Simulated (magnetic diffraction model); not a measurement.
**Which magnetic order? KMnIF2**

Space group Imma (no. 74), a = 6.6980 Å, b = 9.5210 Å, c = 6.7390 Å.

```
site  atom    x       y       z
  4e     I  1/2     3/4  0.9532
  4b    Mn  1/2       0       0
  4e     K    0     3/4  0.0075
  8g     F  3/4  0.0215     3/4
```

This is a made-up structure (elements placed in a structure type, unrelaxed), so the numbers test the method and describe no known phase.

Only Mn is taken to order (form factors of Mn2+); orders and moment sizes are assumed, and not adapted to the symmetry. Radiation: neutrons of λ = 2.0775 Å, 5° to 65°; isotropic B of 0.64 Å² (I), 0.84 Å² (Mn), 0.95 Å² (K) and 1.09 Å² (F). Simulated constant-wavelength pattern: nuclear and magnetic terms add, the magnetic one as |2.695 fm × Σ f S⊥ exp(2πi Q·r) exp(−B s²)|², summed over all Q at one angle with the factor 1/(sin²θ cos θ). For collinear order S is the moment m, which repeats by lattice and centring translations R with the sign exp(−2πi k·R). Free-ion form factors, Sears's scattering lengths of 1992, no absorption; a label names one of the reflections at its angle. The strongest nuclear line in the range is 100, and lines under 0.2 are left out.

Above the ordering temperature:

| 2θ (°) | index | I |
| --- | --- | --- |
| 25.21 | (0 2 0) | 0.9 |
| 25.26 | (1 0 1) | 2.9 |
| 35.91 | (0 0 2) | 6.5 |
| 35.99 | (1 2 1) | 14.3 |
| 36.14 | (2 0 0) | 4.8 |
| 42.42 | (0 3 1) | 6.7 |
| 42.44 | (1 1 2) | 4.3 |
| 42.59 | (2 1 1) | 3.3 |
| 44.38 | (0 2 2) | 93.2 |
| 44.57 | (2 2 0) | 100.0 |
| 51.75 | (0 4 0) | 15.2 |
| 51.87 | (2 0 2) | 33.1 |
| 56.73 | (0 1 3) | 3.1 |
| 56.80 | (1 3 2) | 2.6 |
| 56.92 | (2 3 1) | 2.1 |
| 58.38 | (1 0 3) | 1.7 |
| 58.43 | (1 4 1) | 1.1 |
| 58.51 | (2 2 2) | 0.2 |
| 58.70 | (3 0 1) | 0.6 |
| 64.59 | (0 4 2) | 2.5 |
| 64.59 | (1 2 3) | 2.3 |
| 64.74 | (2 4 0) | 1.7 |
(The table stops after 22 lines; 1 more lie at higher angle.)

Below it (cell unchanged):

```
2θ (°)      I
 21.77   46.7
 21.86   46.4
 25.21    0.9
 25.26    2.9
 35.91    6.5
 35.99   14.3
 36.14    4.8
 42.42   17.8
 42.44   17.6
 42.47   11.1
 42.59   16.5
 44.38   93.2
 44.57  100.0
 51.75   15.2
 51.87   33.1
 56.73    5.5
 56.80    9.5
 56.92    9.0
 57.09    2.4
 58.38    1.7
 58.43    1.1
 58.51    0.2
 58.70    0.6
 64.59    2.5
 64.59    2.3
 64.74    1.7
 64.89    5.1
```

**Question.** Find the propagation vector, then choose among these models:
A. collinear moments along [101], 4.02 μB on Mn; signs + at (1/2, 0, 0), + at (1/2, 1/2, 0)
B. collinear moments along [101], 4.02 μB on Mn; signs + at (1/2, 0, 0), − at (1/2, 1/2, 0)
C. collinear moments along [001], 4.02 μB on Mn; signs + at (1/2, 0, 0), + at (1/2, 1/2, 0)
D. collinear moments along [001], 4.02 μB on Mn; signs + at (1/2, 0, 0), − at (1/2, 1/2, 0)

No line moves, and magnetic intensity falls on nuclear lines such as the one at 42.44°; new lines at (0 1 1), (1 1 0) and (1 3 0) have whole indices that obey the lattice centring, at places with no nuclear intensity to speak of, so the magnetic cell equals the chemical primitive cell: k = 0.

Magnetic intensity, observed (below minus above) and for each model:

| 2θ (°) | index | observed | A | B | C | D |
| --- | --- | --- | --- | --- | --- | --- |
| 21.77 | (0 1 1) | 46.6 | <0.2 | 46.6 | <0.2 | 23.4 |
| 21.86 | (1 1 0) | 46.4 | <0.2 | 46.4 | <0.2 | 69.5 |
| 25.21 | (0 2 0) | <0.2 | 24.8 | <0.2 | 24.8 | <0.2 |
| 25.26 | (1 0 1) | <0.2 | 24.7 | <0.2 | 24.8 | <0.2 |
| 35.99 | (1 2 1) | <0.2 | 29.6 | <0.2 | 29.6 | <0.2 |
| 42.44 | (1 1 2) | 13.3 | <0.2 | 13.3 | <0.2 | 6.7 |
| 42.47 | (1 3 0) | 11.1 | <0.2 | 11.1 | <0.2 | 12.2 |
| 42.59 | (2 1 1) | 13.2 | <0.2 | 13.2 | <0.2 | 19.8 |

Model B matches.

The absence at (0 2 0) is telling: the sublattices cancel there.

The structure used: k = (0 0 0), collinear moments along [101], 4.02 μB on Mn; signs + at (1/2, 0, 0), − at (1/2, 1/2, 0).

[Logs are printed without paths, hosts, clocks, repeated set-up lines and the standing remarks that a program may print on its own settings, such as how far it seeks lower states.]
